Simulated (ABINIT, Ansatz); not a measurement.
**CrF6 (R-3): G0W0 on several meshes in ABINIT**

Aim: the GW shift of CrF6 (R-3) against the k mesh.

Method: PBEsol and many-body steps on it, plane waves, in ABINIT 10.8.3.

**1. Starting point**

It takes space group R-3 (No. 148, trigonal). The conventional cell has a = 4.805 Å, b = 4.805 Å, c = 13.108 Å, α = 90.00°, β = 90.00°, γ = 120.00°. Nearest to Cr lie 6 F at 1.74 Å. Nearest to F lie 1 Cr at 1.74 Å. Farther neighbours and most contacts between anions are not listed.

As a file:

```cif
data_structure
_symmetry_space_group_name_H-M 'R-3:H'
_symmetry_Int_Tables_number 148
_cell_length_a 4.8048
_cell_length_b 4.8048
_cell_length_c 13.1076
_cell_angle_alpha 90.000
_cell_angle_beta 90.000
_cell_angle_gamma 120.000
_cell_volume 262.06
loop_
_atom_site_label
_atom_site_type_symbol
_atom_site_symmetry_multiplicity
_atom_site_Wyckoff_symbol
_atom_site_fract_x
_atom_site_fract_y
_atom_site_fract_z
_atom_site_occupancy
Cr1 Cr 3 a 0.00000 0.00000 0.00000 1
F1 F 18 f 0.96414 0.62545 0.25685 1
```

The cell and positions are those that the Materials Project relaxed with its own functionals (PBE, PBE+U or r2SCAN), kept fixed.

**2. Empty states on the mesh, 2×2×2 mesh, 185 bands**

This step: ABINIT 10.8.3; DFT, PBEsol, plane waves, norm-conserving pseudopotentials.

The sums over transitions need many empty states on a uniform mesh; this step solves for them.

The input, run.abi:

```
acell 3*1.0 Angstrom
rprim 
  2.402403871812 1.387028522093 4.369215055800
  -2.402403871812 1.387028522093 4.369215055800
  0.000000000000 -2.774057044186 4.369215055800
ntypat 2
znucl 24 9
natom 7
typat 1 2 2 2 2 2 2
xred 
  0.000000000000 0.000000000000 0.000000000000
  0.368598720000 0.081843300000 0.779004130000
  0.081843300000 0.779004130000 0.368598720000
  0.220995870000 0.631401280000 0.918156700000
  0.918156700000 0.220995870000 0.631401280000
  0.631401280000 0.918156700000 0.220995870000
  0.779004130000 0.368598720000 0.081843300000
pp_dirpath "pseudos"
pseudos "Cr.upf, F.upf"
ecut 43
ngkpt 2 2 2
nshiftk 1
shiftk 0 0 0
kptopt 1
chksymbreak 0
iscf -2
irdden 1
istwfk *1
nband 185
nbdbuf 16
tolwfr 1e-09
nstep 60
prtvol 0
indata_prefix "in"
outdata_prefix "out"
tmpdata_prefix "tmp"
```

The run is started by

```bash
OMP_NUM_THREADS=1 mpirun -n 4 abinit run.abi > log
```

Numbers of over 12 decimals in the logs are rounded to 6 here.

Log:

```text
.Version 10.8.3 of ABINIT. v10.8.2 released Aug 2026.

 Symmetries : space group R-3 (#148); Bravais hR (rhombohedral)
[... echo of the input left out ...]
== DATASET  1 ==================================================================
-   mpi_nproc: 4, omp_nthreads: 1 (-1 if OMP is not activated)

--- !DatasetInfo
iteration_state: {dtset: 1, }
dimensions: {natom: 7, nkpt: 4, mband: 185, nsppol: 1, nspinor: 1, nspden: 1, mpw: 7993, }
cutoff_energies: {ecut:  43.0, pawecutdg:  -1.0, }
[...]
2.78880    2.78880    2.78941    2.83866    2.88025    2.88025    2.88481    2.88481
   2.89262    2.95558    2.98329    2.98332    2.98911    3.02205    3.02506    3.03635
   3.06947
 prteigrs : prtvol=0 or 1, do not print more k-points.

== END DATASET(S) ==============================================================
================================================================================

 -outvars: echo values of variables after computation  --------
            nband         185
             nkpt           4
          spgroup         148
 [... the other variables as echoed above ...]

 Calculation completed.
```

Run time: 99 s. Hardware: 4 MPI ranks of Arm Neoverse N1, shared host; peak memory 0.48 GiB.

Numbers from this step:

```
gap                                                           : 1.937 eV
k of the valence top                                          : 0.5, 0.5, 0
k of the conduction bottom                                    : 0, 0, 0
least direct gap                                              : 1.992 eV
k points computed                                             : 4
lowest point of the top converged band, above the valence top : 78.0466 eV
```

On this mesh the gap is 1.937 eV.

The density comes from a self-consistent run that is not shown.

**3. Screening, 2×2×2 mesh, 85 bands, screening to 114.3 eV**

The RPA dielectric matrix is built and inverted for each q.

This step: RPA screening on PBEsol, plane waves, norm-conserving pseudopotentials.

run.abi, as its differences from that of step 2:

```diff
@@ -25,10 +25,11 @@
 chksymbreak 0
-iscf -2
-irdden 1
 istwfk *1
-nband 185
-nbdbuf 16
-tolwfr 1e-09
-nstep 60
-prtvol 0
+occopt 1
+irdwfk 1
+optdriver 3
+nband 85
+ecuteps 4.2
+inclvkb 2
+awtr 1
+symchi 1
 indata_prefix "in"
```

Log:

```text
.Version 10.8.3 of ABINIT. v10.8.2 released Aug 2026.

 Symmetries : space group R-3 (#148); Bravais hR (rhombohedral)
[... echo of the input left out ...]
== DATASET  1 ==================================================================
-   mpi_nproc: 4, omp_nthreads: 1 (-1 if OMP is not activated)

--- !DatasetInfo
iteration_state: {dtset: 1, }
dimensions: {natom: 7, nkpt: 4, mband: 85, nsppol: 1, nspinor: 1, nspden: 1, mpw: 7993, }
cutoff_energies: {ecut:  43.0, pawecutdg:  -1.0, }
electrons: {nelect:   5.60000000E+01, charge:   0.00000000E+00, occopt:   1.00000000E+00, tsmear:   1.00000000E-02, }

 SCREENING: Calculation of the susceptibility and dielectric matrices

 Based on a program developped by R.W. Godby, V. Olevano, G. Onida, and L. Reining.
 Incorporated in ABINIT by V. Olevano, G.-M. Rignanese, and M. Torrent.
.Using double precision arithmetic ; gwpc =  8

[... cell and pseudopotentials left out ...]
--------------------------------------------------------------------------------

 ==== K-mesh for the wavefunctions ====
 Number of points in the irreducible wedge :     4
[... list of points left out ...]
 Together with  6 symmetry operations and time-reversal symmetry
 yields     8 points in the full Brillouin Zone.

 ==== Q-mesh for the screening function ====
 Number of points in the irreducible wedge :     4
[... list of points left out ...]
 Together with  6 symmetry operations and time-reversal symmetry
 yields     8 points in the full Brillouin Zone.

 setmesh: FFT mesh size selected  =    40x   40x   40
          total number of points  =        64000

 vcoul_init : cutoff-mode = AUXILIARY_FUNCTION
 q-points for optical limit:   1
     1)      0.000010    0.000020    0.000030

- screening: taking advantage of time-reversal symmetry
- Maximum band index for partially occupied states nbvw = 28
- Remaining bands to be divided among processors   nbcw = 57
- Number of bands treated by each node ~14

 Number of electrons calculated from density =   56.0000; Expected =   56.0000
 average of density, n =  0.094996
 r_s =    1.3596
 omega_plasma =   29.7309 [eV]

 calculating chi0 at frequencies [eV] :
  1    0.000000E+00    0.000000E+00
  2    0.000000E+00    2.973091E+01

--------------------------------------------------------------------------------
  q-point number  1        q = ( 0.000000, 0.000000, 0.000000) [r.l.u.]
--------------------------------------------------------------------------------
[... chi0 elements left out ...]
 For q-point:  0.000010 0.000020 0.000030
  dielectric constant =   3.4100
  dielectric constant without local fields =   6.2624

  Average fulfillment of the sum rule on Im[epsilon] for q-point    1 :     32.12  [%]
[... wings left out ...]
  q-point number  2        q = ( 0.500000, 0.000000, 0.000000) [r.l.u.]
--------------------------------------------------------------------------------
[... chi0 elements left out ...]
  Average fulfillment of the sum rule on Im[epsilon] for q-point    2 :     38.69  [%]

 [... 2 further q-points ...]
```

The job ended after 40 s (4 MPI ranks; peak memory 1.3 GiB; 2.7 min of CPU time).

This step gave:

```yaml
eps_infinity_with_local_fields_on_this_mesh_along_the_program_s_q_direction: 3.41
the_same_without_local_fields: 6.262
plasma_frequency: 29.73 eV
plane_waves_in_the_screening_matrix: 247
```

Local fields lower ε∞ by 46 %. On a Γ-centred mesh this coarse the value itself is usually too large, while a short band sum pulls it down.

**4. 2×2×2**

The self-energy is evaluated for the states that the input lists, and the levels follow from it, in one-shot runs by the linearised quasiparticle equation.

This step: G0W0 on PBEsol, plane waves, norm-conserving pseudopotentials.

run.abi, as its differences from that of step 3:

```diff
@@ -28,8 +28,17 @@
 irdwfk 1
-optdriver 3
+optdriver 4
 nband 85
+gwcalctyp 0
+ecutsigx 43
+symsigma 1
+nkptgw 2
+kptgw 
+  0.5000000000 0.5000000000 0.0000000000
+  0.0000000000 0.0000000000 0.0000000000
+bdgw 
+  27 30
+  27 31
 ecuteps 4.2
-inclvkb 2
-awtr 1
-symchi 1
+irdscr 1
+ppmodel 1
 indata_prefix "in"
```

Log:

```text
.Version 10.8.3 of ABINIT. v10.8.2 released Aug 2026.

 Symmetries : space group R-3 (#148); Bravais hR (rhombohedral)
[... echo of the input left out ...]
== DATASET  1 ==================================================================
-   mpi_nproc: 4, omp_nthreads: 1 (-1 if OMP is not activated)

--- !DatasetInfo
iteration_state: {dtset: 1, }
dimensions: {natom: 7, nkpt: 4, mband: 85, nsppol: 1, nspinor: 1, nspden: 1, mpw: 7993, }
cutoff_energies: {ecut:  43.0, pawecutdg:  -1.0, }
electrons: {nelect:   5.60000000E+01, charge:   0.00000000E+00, occopt:   1.00000000E+00, tsmear:   1.00000000E-02, }

 SIGMA: Calculation of the GW corrections

 Based on a program developped by R.W. Godby, V. Olevano, G. Onida, and L. Reining.
 Incorporated in ABINIT by V. Olevano, G.-M. Rignanese, and M. Torrent.
.Using double precision arithmetic ; gwpc =  8

[... cell and pseudopotentials left out ...]
--------------------------------------------------------------------------------

 ==== K-mesh for the wavefunctions ====
 Number of points in the irreducible wedge :     4
[... list of points left out ...]
 Together with  6 symmetry operations and time-reversal symmetry
 yields     8 points in the full Brillouin Zone.

 ==== Q-mesh for screening function ====
 Number of points in the irreducible wedge :     4
[... list of points left out ...]
 Together with  6 symmetry operations and time-reversal symmetry
 yields     8 points in the full Brillouin Zone.

 vcoul_init : cutoff-mode = AUXILIARY_FUNCTION
 q-points for optical limit:   1
     1)      0.000010    0.000020    0.000030
 setmesh: FFT mesh size selected  =    60x   60x   60
          total number of points  =       216000

 Number of electrons calculated from density =   56.0000; Expected =   56.0000
 average of density, n =  0.094996
 r_s =    1.3596
 omega_plasma =   29.7309 [eV]

 === KS Band Gaps ===
  >>>> For spin  1
   Minimum direct gap =   1.9917 [eV], located at k-point      :   0.5000  0.5000  0.0000
   Fundamental gap    =   1.9365 [eV], Top of valence bands at :   0.5000  0.5000  0.0000
                                       Bottom of conduction at :   0.0000  0.0000  0.0000
 SIGMA fundamental parameters:
 PLASMON POLE MODEL  1
 number of plane-waves for SigmaX                 7993
 number of plane-waves for SigmaC and W            247
 number of plane-waves for wavefunctions          7993
 number of bands                                    85
 number of independent spin polarizations            1
 number of spinorial components                      1
 number of k-points in IBZ                           4
 number of q-points in IBZ                           4
 number of symmetry operations                       6
 number of k-points in BZ                            8
 number of q-points in BZ                            8
 number of frequencies for dSigma/dE                 9
 frequency step for dSigma/dE [eV]                0.25
 number of omega for Sigma on real axis              0
 max omega for Sigma on real axis  [eV]           0.00
 zcut for avoiding poles [eV]                     0.10

 EPSILON^-1 parameters (SCR file):
 dimension of the eps^-1 matrix on file            247
 dimension of the eps^-1 matrix used               247
 number of plane-waves for wavefunctions          7993
 number of bands                                    85
 number of q-points in IBZ                           4
 number of frequencies                               2
 number of real frequencies                          1
 number of imag frequencies                          1

 matrix elements of self-energy operator (all in [eV])

 Perturbative Calculation

--- !SelfEnergy_ee
iteration_state: {dtset: 1, }
kpoint     : [   0.500,    0.500,    0.000, ]
spin       : 1
KS_gap     :    1.992
QP_gap     :    4.944
Delta_QP_KS:    2.952
data: !SigmaeeData |
     Band     E0 <VxcDFT>   SigX SigC(E0)      Z dSigC/dE  Sig(E)    E-E0       E
       27  -2.698 -22.915 -29.740   6.368   0.740  -0.352 -23.253  -0.338  -3.036
       28  -2.558 -23.160 -29.957   6.356   0.741  -0.350 -23.487  -0.327  -2.884
       29  -0.566 -24.886 -18.532  -2.837   0.746  -0.340 -22.261   2.625   2.059
       30  -0.380 -25.102 -19.085  -2.501   0.744  -0.345 -22.488   2.614   2.234

--- !SelfEnergy_ee
iteration_state: {dtset: 1, }
kpoint     : [   0.000,    0.000,    0.000, ]
spin       : 1
KS_gap     :    2.132
QP_gap     :    5.087
Delta_QP_KS:    2.955
data: !SigmaeeData |
     Band     E0 <VxcDFT>   SigX SigC(E0)      Z dSigC/dE  Sig(E)    E-E0       E
       27  -2.754 -22.932 -29.684   6.313   0.739  -0.353 -23.257  -0.325  -3.079
       28  -2.754 -22.932 -29.684   6.313   0.739  -0.353 -23.257  -0.325  -3.079
       29  -0.621 -24.868 -18.449  -2.899   0.747  -0.338 -22.238   2.630   2.008
       30  -0.418 -25.180 -19.048  -2.601   0.744  -0.345 -22.555   2.625   2.207
       31  -0.418 -25.180 -19.048  -2.601   0.744  -0.345 -22.555   2.625   2.207

== END DATASET(S) ==============================================================
================================================================================

 -outvars: echo values of variables after computation  --------
           etotal      0.0000000000E+00
            nband          85
             nkpt           4
          spgroup         148
 [... the other variables as echoed above ...]

 Calculation completed.
```

Wall time 13 s (4 MPI ranks); peak memory 0.82 GiB; 52 s of CPU time.

This step gave:

```yaml
g0w0_gap_on_the_points_computed: 4.892 eV
starting_gap_on_the_mesh: 1.937 eV
k_of_the_valence_top: 0.5, 0.5, 0
k_of_the_conduction_bottom: 0, 0, 0
z_at_the_valence_top: 0.741
z_at_the_conduction_bottom: 0.747
least_direct_g0w0_gap_on_the_computed_points: 4.943 eV
```

The gap on the mesh goes from 1.94 eV to 4.89 eV, a correction of +2.96 eV.

**5. Empty states on the mesh, 4×4×4 mesh, 93 bands**

This step: DFT, PBEsol, plane waves, norm-conserving pseudopotentials.

run.abi, as its differences from that of step 4:

```diff
@@ -20,3 +20,3 @@
 ecut 43
-ngkpt 2 2 2
+ngkpt 4 4 4
 nshiftk 1
@@ -25,20 +25,10 @@
 chksymbreak 0
+iscf -2
+irdden 1
 istwfk *1
-occopt 1
-irdwfk 1
-optdriver 4
-nband 85
-gwcalctyp 0
-ecutsigx 43
-symsigma 1
-nkptgw 2
-kptgw 
-  0.5000000000 0.5000000000 0.0000000000
-  0.0000000000 0.0000000000 0.0000000000
-bdgw 
-  27 30
-  27 31
-ecuteps 4.2
-irdscr 1
-ppmodel 1
+nband 93
+nbdbuf 8
+tolwfr 1e-09
+nstep 60
+prtvol 0
 indata_prefix "in"
```

Log:

```text
.Version 10.8.3 of ABINIT. v10.8.2 released Aug 2026.

 Symmetries : space group R-3 (#148); Bravais hR (rhombohedral)
[... echo of the input left out ...]
== DATASET  1 ==================================================================
-   mpi_nproc: 4, omp_nthreads: 1 (-1 if OMP is not activated)

--- !DatasetInfo
iteration_state: {dtset: 1, }
dimensions: {natom: 7, nkpt: 14, mband: 93, nsppol: 1, nspinor: 1, nspden: 1, mpw: 7993, }
cutoff_energies: {ecut:  43.0, pawecutdg:  -1.0, }
[...]
1.33670    1.35653    1.35653    1.36472    1.39842    1.42471    1.45574    1.45574
   1.48123    1.48123    1.50974    1.52574    1.53992    1.53992    1.61257    1.61257
   1.64587    1.66783    1.66801    1.68116    1.68120
 prteigrs : prtvol=0 or 1, do not print more k-points.

== END DATASET(S) ==============================================================
================================================================================

 -outvars: echo values of variables after computation  --------
            nband          93
             nkpt          14
          spgroup         148
 [... the other variables as echoed above ...]

 Calculation completed.
```

The job ended after 2.3 min (4 MPI ranks; peak memory 0.5 GiB; 9.2 min of CPU time).

Numbers from this step:

```
gap                                                           : 1.937 eV
k of the valence top                                          : 0.5, 0.5, 0
k of the conduction bottom                                    : 0, 0, 0
least direct gap                                              : 1.992 eV
k points computed                                             : 14
lowest point of the top converged band, above the valence top : 44.31 eV
```

On this mesh the gap is 1.937 eV.

**6. Screening, 4×4×4 mesh, 85 bands, screening to 114.3 eV**

This step: RPA screening on PBEsol, plane waves, norm-conserving pseudopotentials.

run.abi, as its differences from that of step 5:

```diff
@@ -25,10 +25,11 @@
 chksymbreak 0
-iscf -2
-irdden 1
 istwfk *1
-nband 93
-nbdbuf 8
-tolwfr 1e-09
-nstep 60
-prtvol 0
+occopt 1
+irdwfk 1
+optdriver 3
+nband 85
+ecuteps 4.2
+inclvkb 2
+awtr 1
+symchi 1
 indata_prefix "in"
```

Log:

```text
.Version 10.8.3 of ABINIT. v10.8.2 released Aug 2026.

 Symmetries : space group R-3 (#148); Bravais hR (rhombohedral)
[... echo of the input left out ...]
== DATASET  1 ==================================================================
-   mpi_nproc: 4, omp_nthreads: 1 (-1 if OMP is not activated)

--- !DatasetInfo
iteration_state: {dtset: 1, }
dimensions: {natom: 7, nkpt: 14, mband: 85, nsppol: 1, nspinor: 1, nspden: 1, mpw: 7993, }
cutoff_energies: {ecut:  43.0, pawecutdg:  -1.0, }
electrons: {nelect:   5.60000000E+01, charge:   0.00000000E+00, occopt:   1.00000000E+00, tsmear:   1.00000000E-02, }

 SCREENING: Calculation of the susceptibility and dielectric matrices

 Based on a program developped by R.W. Godby, V. Olevano, G. Onida, and L. Reining.
 Incorporated in ABINIT by V. Olevano, G.-M. Rignanese, and M. Torrent.
.Using double precision arithmetic ; gwpc =  8

[... cell and pseudopotentials left out ...]
--------------------------------------------------------------------------------

 ==== K-mesh for the wavefunctions ====
 Number of points in the irreducible wedge :    14
[... list of points left out ...]
 Together with  6 symmetry operations and time-reversal symmetry
 yields    64 points in the full Brillouin Zone.

 ==== Q-mesh for the screening function ====
 Number of points in the irreducible wedge :    14
[... list of points left out ...]
 Together with  6 symmetry operations and time-reversal symmetry
 yields    64 points in the full Brillouin Zone.

 setmesh: FFT mesh size selected  =    40x   40x   40
          total number of points  =        64000

 vcoul_init : cutoff-mode = AUXILIARY_FUNCTION
 q-points for optical limit:   1
     1)      0.000010    0.000020    0.000030

- screening: taking advantage of time-reversal symmetry
- Maximum band index for partially occupied states nbvw = 28
- Remaining bands to be divided among processors   nbcw = 57
- Number of bands treated by each node ~14

 Number of electrons calculated from density =   56.0000; Expected =   56.0000
 average of density, n =  0.094996
 r_s =    1.3596
 omega_plasma =   29.7309 [eV]

 calculating chi0 at frequencies [eV] :
  1    0.000000E+00    0.000000E+00
  2    0.000000E+00    2.973091E+01

--------------------------------------------------------------------------------
  q-point number  1        q = ( 0.000000, 0.000000, 0.000000) [r.l.u.]
--------------------------------------------------------------------------------
[... chi0 elements left out ...]
 For q-point:  0.000010 0.000020 0.000030
  dielectric constant =   3.0217
  dielectric constant without local fields =   5.6019

  Average fulfillment of the sum rule on Im[epsilon] for q-point    1 :     32.16  [%]
[... wings left out ...]
  q-point number  2        q = ( 0.250000, 0.000000, 0.000000) [r.l.u.]
--------------------------------------------------------------------------------
[... chi0 elements left out ...]
  Average fulfillment of the sum rule on Im[epsilon] for q-point    2 :     43.88  [%]

 [... 12 further q-points ...]
```

Elapsed: 12 min, on 4 MPI ranks; peak memory 3.1 GiB.

This step gave:

* ε∞ with local fields, on this mesh, along the program's q direction: 3.022
* the same without local fields: 5.602
* plasma frequency: 29.73 eV
* plane waves in the screening matrix: 247

[end of part 1 of 2]

[Paths, hosts, dates, memory and timing lines, banners, echoed tables and standing remarks are left out of the program output.]

[Logs are printed without paths, hosts, clocks, repeated set-up lines and the standing remarks that a program may print on its own settings, such as how far it seeks lower states.]

[Runs of the session that timed out or met a known fault of the program may be left out.]

[No measured gap is set beside runs whose start may be inverted or whose files or cutoffs have a known fault.]

[Hosts, paths, dates, database ids (printed as entryN), source tags and the programs' standing remarks are cut or masked in the printed files.]

[G0W0 gaps are taken among the corrected bands and points alone; a level outside them can change the order at an edge.]

[Where Ansatz stands beside ABINIT at settings called matched, ABINIT's density can come from a denser mesh and the files from another edition; pairs whose starting gaps differed by over 0.03 eV were left out, so agreement reads better than it is.]
